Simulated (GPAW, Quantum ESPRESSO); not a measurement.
# Near-edge structure at the B K edge of BAs (F-43m), part 2 of 4

Aim: the B K edge of BAs (F-43m) by two routes, a Lanczos recursion (XSpectra) and a sum over empty bands (GPAW), to see which features are robust.

Quantum ESPRESSO 7.5 and GPAW 26.7.0; core-hole supercells, plane-wave PAW PBE.

So far. Step 2 (The field without a hole (Quantum ESPRESSO)): The mesh shows a gap of 1.17 eV, so the hole is first treated in a charged cell, without the excited electron. Step 3 (Spectrum without a core hole, B atom 2 (Quantum …): Main maxima below 24 eV (height): 2.8 eV (1.24), 4.8 eV (1.46), 6.2 eV (1.56), 8.1 eV (1.44), 9.2 eV (1.52), 11.0 eV (1.81) and 15.4 eV (1.33). A K edge sees empty p states on the absorber.

## 6. The atom with a core hole (Quantum ESPRESSO)

Level of this step: all-electron atom with a core hole and its PAW potential, PBE, scalar-relativistic (Quantum ESPRESSO).

The frozen core must hold the hole, so the absorber gets a data set of its own.

File B.pbe-n-kjpaw-1sch.ld1.in:

```
&input
   title='B', zed=5., rel=1, iswitch=3, dft='PBE',
   config='1s1 2s2 2p1'
/
&inputp
   file_pseudopw='B.pbe-n-kjpaw-1sch.UPF', author='',
   lpaw=.true.,
   pseudotype=3,
   lloc=-1,
   rcloc=1.2,
   which_augfun='PSQ',
   rmatch_augfun_nc=.true.,
   nlcc=.true.,
   new_core_ps=.true.,
   rcore=0.9,
   tm=.true.,
   zval=4,
   lgipaw_reconstruction=.true., use_paw_as_gipaw=.true.
/
4
2S  1  0  2.00  0.00  1.00  1.20  0.0
2S  1  0  0.00  3.00  1.00  1.20  0.0
2P  2  1  1.00  0.00  1.00  1.40  0.0
2P  2  1  0.00  1.50  1.00  1.40  0.0
```

Started as:

```
> ld1.x < B.pbe-n-kjpaw-1sch.ld1.in > B.pbe-n-kjpaw-1sch.ld1.out
```

The program printed:

```text
     [... banner and references ...]
PAW data will be used for GIPAW calculation
     --------------------------- All-electron run ----------------------------

     B
     scalar relativistic calculation

     atomic number is  5.00
     dft =PBE   lsd =0 sic =0 latt =0  beta=0.20 tr2=1.0E-14
     Exchange-correlation= PBE
                           (   1   4   3   4   0   0   0)
     mesh =1059 r(mesh) = 101.04461 a.u. xmin = -7.00 dx = 0.01250
     1 Ry =  13.60569312 eV, c = 137.03599908

     n l     nl                  e(Ry)          e(Ha)          e(eV)
     1 0     1S 1( 1.00)       -17.2398        -8.6199      -234.5589
     2 0     2S 1( 2.00)        -1.7450        -0.8725       -23.7422
     2 1     2P 1( 1.00)        -1.2992        -0.6496       -17.6766

     final scf error:  7.0E-15 reached in  24 iterations

     Etot =     -33.986705 Ry,     -16.993352 Ha,    -462.412672 eV

     Ekin =      33.847929 Ry,      16.923964 Ha,     460.524531 eV
     Encl =     -76.249618 Ry,     -38.124809 Ha,   -1037.428905 eV
     Eh   =      13.307689 Ry,       6.653844 Ha,     181.060327 eV
     Exc  =      -4.892704 Ry,      -2.446352 Ha,     -66.568626 eV

     normalization and overlap integrals

     s(1S/1S) =  1.000000  <r> =   0.3092  <r2> =    0.1288  r(max) =   0.2025
     s(1S/2S) = -0.000101
     s(2S/2S) =  1.000000  <r> =   1.5671  <r2> =    2.9165  r(max) =   1.2720
     s(2P/2P) =  1.000000  <r> =   1.4985  <r2> =    2.7995  r(max) =   1.1225

     ------------------------ End of All-electron run ------------------------

     --------------------- Generating PAW atomic setup --------------------

      Generating local potential from pseudized AE potential:
      Matching radius rcloc =   1.2000

[...]
(   1   4   3   4   0   0   0)
     mesh =1059 r(mesh) = 101.04461 a.u. xmin = -7.00 dx = 0.01250
     1 Ry =  13.60569312 eV, c = 137.03599908

     n l     nl                  e(Ry)          e(Ha)          e(eV)
[...]
final scf error:  7.0E-15 reached in  24 iterations

     Etot =     -33.986705 Ry,     -16.993352 Ha,    -462.412672 eV

     Ekin =      33.847929 Ry,      16.923964 Ha,     460.524531 eV
     Encl =     -76.249618 Ry,     -38.124809 Ha,   -1037.428905 eV
     Eh   =      13.307689 Ry,       6.653844 Ha,     181.060327 eV
     Exc  =      -4.892704 Ry,      -2.446352 Ha,     -66.568626 eV

     normalization and overlap integrals

     s(1S/1S) =  1.000000  <r> =   0.3092  <r2> =    0.1288  r(max) =   0.2025
     s(1S/2S) = -0.000101
     s(2S/2S) =  1.000000  <r> =   1.5671  <r2> =    2.9165  r(max) =   1.2720
     s(2P/2P) =  1.000000  <r> =   1.4985  <r2> =    2.7995  r(max) =   1.1225

     ------------------------ End of All-electron run ------------------------

     ---------------------- Testing the pseudopotential ----------------------

     B
     scalar relativistic calculation

     atomic number is  5.00   valence charge is  4.00
     dft = SLA  PW   PBX  PBC   lsd =0 sic =0 latt =0  beta=0.20 tr2=1.0E-14
     mesh =1059 r(mesh) = 101.04461 xmin = -7.00 dx = 0.01250

     n l     nl             e AE (Ry)        e PS (Ry)    De AE-PS (Ry)
     1 0     2S   1( 2.00)       -1.74502       -1.74503        0.00001
     2 1     2P   1( 1.00)       -1.29921       -1.29921        0.00001

     eps = 5.7E-15  iter =  3

     Etot =     -33.986705 Ry,     -16.993352 Ha,    -462.412672 eV
     Etotps =   -12.040305 Ry,      -6.020152 Ha,    -163.816689 eV

     Ekin =       9.819446 Ry,       4.909723 Ha,     133.600368 eV
     Encl =     -22.258225 Ry,     -11.129113 Ha,    -302.838585 eV
     Ehrt =       5.291177 Ry,       2.645588 Ha,      71.990126 eV
     Ecxc =      -4.892702 Ry,      -2.446351 Ha,     -66.568599 eV
     (Ecc =      -0.191856 Ry,      -0.095928 Ha,      -2.610328 eV)

     ---------------------- End of pseudopotential test ----------------------
```

Run time: 0.61 s. Hardware: 1 MPI rank of Arm Neoverse V2, shared host; peak memory 0.12 GiB.

## 7. Supercell with FCH, B atom 2 (Quantum ESPRESSO)

The holes are 5.9 Å apart. The excited electron is left out and a uniform background balances the charge.

File scf.in:

```
&control
   calculation='scf', prefix='x', pseudo_dir='../pp', outdir='tmp', tprnfor=.true.
/
&system
   ibrav=0, nat=12, ntyp=3, nbnd=28
   ecutwfc=56, ecutrho=360
   occupations='fixed'
   tot_charge=1
/
&electrons
   conv_thr=1.2e-07, electron_maxstep=120
   mixing_beta=0.5
/
ATOMIC_SPECIES
As 1.0 As.pbe-n-kjpaw.UPF
B0 1.0 B.pbe-n-kjpaw-1sch.UPF
B 1.0 B.pbe-n-kjpaw.UPF
CELL_PARAMETERS angstrom
  -2.38850000 -2.38850000 -4.77700000
  -2.38850000 -2.38850000 4.77700000
  -2.38850000 4.77700000 2.38850000
ATOMIC_POSITIONS crystal
As   0.87500000 0.62500000 0.00000000
As   0.54166667 0.62500000 0.33333333
As   0.37500000 0.12500000 0.00000000
As   0.20833333 0.62500000 0.66666667
As   0.04166667 0.12500000 0.33333333
As   0.70833333 0.12500000 0.66666667
B0   0.00000000 0.00000000 0.00000000
B    0.66666667 0.00000000 0.33333333
B    0.50000000 0.50000000 0.00000000
B    0.33333333 0.00000000 0.66666667
B    0.16666667 0.50000000 0.33333333
B    0.83333333 0.50000000 0.66666667
K_POINTS automatic
4 3 4 0 0 0
```

Started as:

```
> OMP_NUM_THREADS=1 mpirun --oversubscribe --bind-to none -np 4 pw.x -nk 4 -in scf.in > scf.out
```

The program printed:

```text
     [... banner and references ...]
[banner, memory and clock lines left out]
using ibrav=0 with symmetry is DISCOURAGED, use correct ibrav instead

     G-vector sticks info

     bravais-lattice index     =            0
     lattice parameter (alat)  =      11.0560  a.u.
     unit-cell volume          =    1103.4524 (a.u.)^3
     number of atoms/cell      =           12
     number of atomic types    =            3
     number of electrons       =        48.00
     number of Kohn-Sham states=           28
     kinetic-energy cutoff     =      56.0000  Ry
     charge density cutoff     =     360.0000  Ry
     scf convergence threshold =      1.2E-07
     mixing beta               =       0.5000
     number of iterations used =            8  plain     mixing
     Exchange-correlation= SLA  PW   PBX  PBC
                           (   1   4   3   4   0   0   0)

     celldm(1)=  11.056043  celldm(2)=   0.000000  celldm(3)=   0.000000
     celldm(4)=   0.000000  celldm(5)=   0.000000  celldm(6)=   0.000000

     crystal axes: (cart. coord. in units of alat)
               a(1) = (  -0.408248  -0.408248  -0.816497 )
               a(2) = (  -0.408248  -0.408248   0.816497 )
               a(3) = (  -0.408248   0.816497   0.408248 )

     reciprocal axes: (cart. coord. in units 2 pi/alat)
               b(1) = ( -1.020621 -0.204124 -0.612372 )
               b(2) = ( -0.612372 -0.612372  0.612372 )
               b(3) = ( -0.816497  0.816497  0.000000 )

     PseudoPot. #1 for As:     Pseudo is Projector augmented-wave + core cor, Zval =  5.0

     ../pp/B.pbe-n-kjpaw-1sch.UPF
     Pseudo is Projector augmented-wave + core cor, Zval =  4.0
     Shape of augmentation charge: PSQ
[...]
ethr =  1.99E-09,  avg # of iterations =  2.0

[...]
total energy              =   -1127.41467953 Ry
     estimated scf accuracy    <       0.00000023 Ry

     iteration # 12     ecut=    56.00 Ry     beta= 0.50
     Davidson diagonalization with overlap
     ethr =  4.78E-10,  avg # of iterations =  3.1

     negative rho (up, down):  5.167E-03 0.000E+00

     End of self-consistent calculation

          k =-0.0000 0.0000 0.0000 (  7779 PWs)   bands (ev):

    -6.8825  -3.9623  -3.1569  -3.1467  -3.1458  -2.6342  -0.6686   0.0324
     0.6757   0.7395   0.9251   2.2966   2.4553   3.2323   3.2828   4.3451
     4.8110   5.1851   5.7385   6.5069   6.5269   8.3587   8.4603   8.4743
    10.5278  11.0185  11.2737  11.6835

     [... bands of 16 further k-points ...]

     highest occupied, lowest unoccupied level (ev):     8.4743    9.8420

!    total energy              =   -1127.41467958 Ry
     total all-electron energy =    -27416.361972 Ry
     estimated scf accuracy    <       0.00000010 Ry

     The total energy is the sum of the following terms:
     one-electron contribution =      39.28540356 Ry
     hartree contribution      =       8.70309771 Ry
     xc contribution           =     -86.64263866 Ry
     ewald contribution        =    -123.81420665 Ry
     one-center paw contrib.   =    -964.94633554 Ry

     convergence has been achieved in  12 iterations

     negative rho (up, down):  5.167E-03 0.000E+00

     Forces acting on atoms (cartesian axes, Ry/au):

     atom    1 type  1   force =    -0.00442195   -0.00442195   -0.00034198
     atom    2 type  1   force =     0.00701596    0.00604971   -0.00421664
     atom    3 type  1   force =     0.00488465    0.00488465    0.01481218
[...]
atom   11 type  3   force =    -0.00570437   -0.01370557    0.00138622
     atom   12 type  3   force =    -0.01370557   -0.00570437    0.00138622

     Total force =     0.055766     Total SCF correction =     0.000391

     XML data file, charge density, pseudopotentials, collected wavefunctions
```

Wall time 30 s (4 MPI ranks); peak memory 0.19 GiB.

Energy with the hole: -373018.607 eV, cores included.

## 8. Spectrum with FCH, B atom 2 (Quantum ESPRESSO)

The Lanczos recursion gives the spectrum without computing empty bands; each polarisation needs a run of its own on the full k mesh. xe0 is set between filled and empty states, and states below it are cut. The file of filecore holds the core orbital, taken from the hole-free data set.

File xspectra.in:

```
&input_xspectra
   calculation='xanes_dipole', edge='K'
   prefix='x', outdir='tmp', xiabs=2, xe0=9.1581
   xonly_plot=.false., x_save_file='xanes.sav'
   xniter=3000, xcheck_conv=20, xerror=0.005
   xcoordcrys=.false., xepsilon(1)=1, xepsilon(2)=0, xepsilon(3)=0
/
&plot
   xnepoint=413, xemin=-10, xemax=45, terminator=.true., cut_occ_states=.true.
   xgamma=0.4
/
&pseudos
   filecore='../B.wfc'
/
&cut_occ
   cut_desmooth=0.1, cut_stepl=0.05, cut_stepu=0.05, cut_ierror=1e-5
/
5 4 5 0 0 0
```

xspectra_1.in, as its differences from xspectra.in of step 8:

```diff
@@ -5,3 +5,3 @@
    xniter=3000, xcheck_conv=20, xerror=0.005
-   xcoordcrys=.false., xepsilon(1)=1, xepsilon(2)=0, xepsilon(3)=0
+   xcoordcrys=.false., xepsilon(1)=0, xepsilon(2)=0, xepsilon(3)=1
 /
```

Started as:

```
> OMP_NUM_THREADS=1 mpirun --oversubscribe --bind-to none -np 4 xspectra.x -nk 4 -in xspectra.in > xspectra.out
```

The program printed:

```text
     [... banner and references ...]
Reading input_file

     calculation: xanes_dipole

     xepsilon  [cartesian coordinates]:   1.000000   0.000000   0.000000

     xonly_plot: FALSE
        => complete calculation: Lanczos + spectrum plot

     filecore (core-wavefunction file): ../B.wfc

     main plot parameters:
        cut_occ_states: TRUE
        gamma_mode:  constant
        -> using xgamma [eV]:  0.40
        xemin [eV]: -10.00
        xemax [eV]:  45.00
        xnepoint:  413
        xe0 [eV]:   9.158100 (energy zero read in input file)

     WARNING: variable ef_r is obsolete

                      Reading SCF save directory: x.save

     tmp/x.save/

     Exchange-correlation= PBE
                           (   1   4   3   4   0   0   0)

     G-vector sticks info

     negative rho (up, down):  5.167E-03 0.000E+00

                           Getting the Fermi energy

     From SCF save directory:
        ehomo [eV]:    8.4743 (highest occupied level)
        elumo [eV]:    9.8420 (lowest occupied level)
        ef    [eV]:    8.4743

     -> ef (in eV) will be written in x_save_file

                           Energy zero of the spectrum

     -> ef will NOT be used as energy zero of the spectrum
       (because xe0 read in input file)

     G-vector sticks info

     bravais-lattice index     =            0
     lattice parameter (alat)  =      11.0560  a.u.
     unit-cell volume          =    1103.4524 (a.u.)^3
     number of atoms/cell      =           12
     number of atomic types    =            3
     number of electrons       =        48.00
     number of Kohn-Sham states=           28
     kinetic-energy cutoff     =      56.0000  Ry
     charge density cutoff     =     360.0000  Ry
     Exchange-correlation= PBE
                           (   1   4   3   4   0   0   0)

     celldm(1)=  11.056043  celldm(2)=   0.000000  celldm(3)=   0.000000
     celldm(4)=   0.000000  celldm(5)=   0.000000  celldm(6)=   0.000000

     crystal axes: (cart. coord. in units of alat)
               a(1) = (  -0.408248  -0.408248  -0.816497 )
               a(2) = (  -0.408248  -0.408248   0.816497 )
               a(3) = (  -0.408248   0.816497   0.408248 )

     reciprocal axes: (cart. coord. in units 2 pi/alat)
               b(1) = ( -1.020621 -0.204124 -0.612372 )
               b(2) = ( -0.612372 -0.612372  0.612372 )
               b(3) = ( -0.816497  0.816497  0.000000 )

     PseudoPot. #1 for As:     Pseudo is Projector augmented-wave + core cor, Zval =  5.0

     ../pp/B.pbe-n-kjpaw-1sch.UPF
     Pseudo is Projector augmented-wave + core cor, Zval =  4.0
     Shape of augmentation charge: PSQ
     Using radial grid of 1059 points,  4 beta functions with:
                l(1) =   0
                l(2) =   0
                l(3) =   1
                l(4) =   1
     Q(r) pseudized with 0 coefficients

     ../pp/B.pbe-n-kjpaw.UPF
     Pseudo is Projector augmented-wave + core cor, Zval =  3.0
     Shape of augmentation charge: PSQ
     Using radial grid of 1059 points,  4 beta functions with:
                l(1) =   0
                l(2) =   0
                l(3) =   1
                l(4) =   1
     Q(r) pseudized with 0 coefficients

     atomic species   valence    mass     pseudopotential
     As                5.00     1.00000     As( 1.00)
     B0                4.00     1.00000     B ( 1.00)
     B                 3.00     1.00000     B ( 1.00)

      2 Sym. Ops. (no inversion) found

   Cartesian axes

     site n.     atom                  positions (alat units)
         1        As     tau(   1) = (  -0.6123724  -0.6123724  -0.2041241  )
         2        As     tau(   2) = (  -0.6123724  -0.2041241   0.2041241  )
         3        As     tau(   3) = (  -0.2041241  -0.2041241  -0.2041241  )
         4        As     tau(   4) = (  -0.6123724   0.2041241   0.6123724  )
         5        As     tau(   5) = (  -0.2041241   0.2041241   0.2041241  )
         6        As     tau(   6) = (  -0.6123724   0.2041241  -0.2041241  )
[...]
9        B      tau(   9) = (  -0.4082483  -0.4082483   0.0000000  )
        10        B      tau(  10) = (  -0.4082483   0.4082483   0.0000000  )
        11        B      tau(  11) = (  -0.4082483  -0.0000000   0.4082483  )
        12        B      tau(  12) = (  -0.8164966   0.0000000   0.0000000  )

     number of k points=   100

     Number of k-points >= 100: set verbosity='high' to print them.

     Dense  grid:   127337 G-vectors     FFT dimensions: (  72,  72,  72)

     Smooth grid:    62415 G-vectors     FFT dimensions: (  54,  54,  54)

     The potential is recalculated from file :
     tmp/x.save/charge-density

     negative rho (up, down):  5.167E-03 0.000E+00
     Starting wfcs are   48 atomic wfcs
     Checking if some PAW data can be deallocated...

               Reading core wavefunction file for the absorbing atom

     ../B.wfc successfully read

                              Attributing the PAW radii
                     for the absorbing atom [units: Bohr radius]

        PAW proj 1: r_paw(l= 0)= 1.80  (1.5*r_cut)
        PAW proj 2: r_paw(l= 0)= 1.80  (1.5*r_cut)
        PAW proj 3: r_paw(l= 1)= 2.10  (1.5*r_cut)
        PAW proj 4: r_paw(l= 1)= 2.10  (1.5*r_cut)

        NB: The calculation will not necessary use all these r_paw values.
            - For a edge in the electric-dipole approximation,
              only the r_paw(l=1) values are used.
            - For a K edge in the electric-quadrupole approximation,
              only the r_paw(l=2) values are used.

            - For a L2 or L3 edge in the electric-quadrupole approximation,

              all projectors (s, p and d) are used.

                          Starting XANES calculation
                     in the electric dipole approximation

     Method of calculation based on the Lanczos recursion algorithm
        - STEP 1: Construction of a kpoint-dependent Lanczos basis,
          in which the Hamiltonian is tridiagonal (each 'iter'
          corresponds to the calculation of one more Lanczos vector)
        - STEP 2: Calculation of the cross-section as a continued fraction
          averaged over the k-points.

     ... Begin STEP 1 ...

        Radial transition matrix element(s) used in the calculation of the
        initial vector of the Lanczos basis (|tilde{phi}_abs> normalized)
        | For PAW proj. (l=1) #1: radial matrix element =   0.293845546
        | For PAW proj. (l=1) #2: radial matrix element =   0.367512525

NB: the    25 k-point are not all listed below because npool=  4
        |-------------------------------------------------------------
        ! k-point #     1:  (-0.0000,  0.0000,  0.0000),  0.0200,   1
        |-------------------------------------------------------------
 okvan= T
        |   Norm of the initial Lanczos vector: 0.20704488E+00
        |   Estimated error at iter     20:   1.00508520
        |   Estimated error at iter     40:   0.32747804
        |   Estimated error at iter     60:   0.12636045
        |   Estimated error at iter     80:   0.27201523
        |   Estimated error at iter    100:   0.15454161
[...]
!   => CONVERGED at iter    360 with error=  0.00415816
        |-------------------------------------------------------------
        ! k-point #     2:  (-0.1633,  0.1633,  0.0000),  0.0200,   1
        |-------------------------------------------------------------
 okvan= T
        |   Norm of the initial Lanczos vector: 0.20704788E+00
[...]
!   => CONVERGED at iter    500 with error=  0.00216245
        |-------------------------------------------------------------
     [... 22 further k-points ...]
        ! k-point #    25:  (-0.8573,  0.6124, -0.1225),  0.0200,   1
        |-------------------------------------------------------------
 okvan= T
        |   Norm of the initial Lanczos vector: 0.20704650E+00
[...]
|   Estimated error at iter    400:   0.01322489
        |   Estimated error at iter    420:   0.00952660
        |   Estimated error at iter    440:   0.00514064
        !   => CONVERGED at iter    460 with error=  0.00325045

     Results of STEP 1 successfully written in x_save_file
     x_save_file name:
     ->  xanes.sav
     x_save_file version:  2

     ... End STEP 1 ...

     ... Begin STEP 2 ...

     The spectrum is calculated using the following parameters:
        xe0 [eV]:    9.1581
        the occupied states are elimintate from the spectrum
        xemin [eV]: -10.00
        xemax [eV]:  45.00
        xnepoint:  413
        constant broadening parameter [eV]:    0.400
        Core level energy [eV]:  -188.0
         (from electron binding energy of neutral atoms in X-ray data booklet)

     Cross-section successfully written in xanes.dat

     ... End STEP 2 ...

                                END JOB XSpectra
```

Elapsed: 2.3 min, on 4 MPI ranks; peak memory 0.13 GiB.

The B K spectrum, B atom 2, full core hole (charged cell) (energy from the lowest empty level; intensity scaled to a mean of 1 over the first 20 eV; the points at xe0, where the cut of filled states can leave a spike, are interpolated):

```
E (eV)  intensity
 -2.00       0.09
 -1.25       0.14
 -0.50       0.28
  0.25       0.82
  1.00       1.72
  1.75       2.02
  2.50       1.78
  3.25       1.93
  4.00       1.74
  4.75       1.50
  5.50       1.35
  6.25       1.21
  7.00       1.21
  7.75       1.09
  8.50       0.92
  9.25       1.00
 10.00       1.18
 10.75       0.95
 11.50       0.53
 12.25       0.45
 13.00       0.65
 13.75       0.71
 14.50       0.83
 15.25       0.78
 16.00       0.41
 16.75       0.28
 17.50       0.37
 18.25       0.42
 19.00       0.43
 19.75       0.53
 20.50       0.72
 21.25       0.79
 22.00       0.79
 22.75       0.85
 23.50       0.72
 24.25       0.69
 25.00       0.69
 25.75       0.60
 26.50       0.69
 27.25       0.70
 28.00       0.61
 28.75       0.51
 29.50       0.57
 30.25       0.77
 31.00       0.63
 31.75       0.43
```

Main maxima below 24 eV (height): 1.9 eV (2.03), 3.3 eV (1.94), 7.1 eV (1.22), 10.0 eV (1.19), 14.9 eV (0.88) and 22.7 eV (0.85). 

The hole costs E(hole) − E(ground) = 184.97 eV, and the lowest empty level of the hole cell lies at 9.84 eV, which puts the zero at 194.81 eV. One term is added: -5.59 eV, since the hole is spin-paired here and a spin-polarised one costs that much less in the free atom (computed apart). The photon energy is then 189.22 eV. The functional and the charged cell's background leave an error of a few eV in such absolute values.

(Part 2 of 4 ends here.)

[Banner, clock and machine lines of the logs are left out without a mark of their own.]

[Logs are printed without paths, hosts, clocks, repeated set-up lines and the standing remarks that a program may print on its own settings, such as how far it seeks lower states.]

[Hosts, paths, dates, database ids (printed as entryN), source tags and the programs' standing remarks are cut or masked in the printed files.]

[Lists of maxima count a maximum above −3 eV only where it reaches 4 % of the highest in the window and stands out from its surroundings by 2 % of it (1.5 % where it reaches 55 %); shoulders and weaker maxima are passed over, and of the rest the first, up to two pre-edge ones and the few strongest are named.]
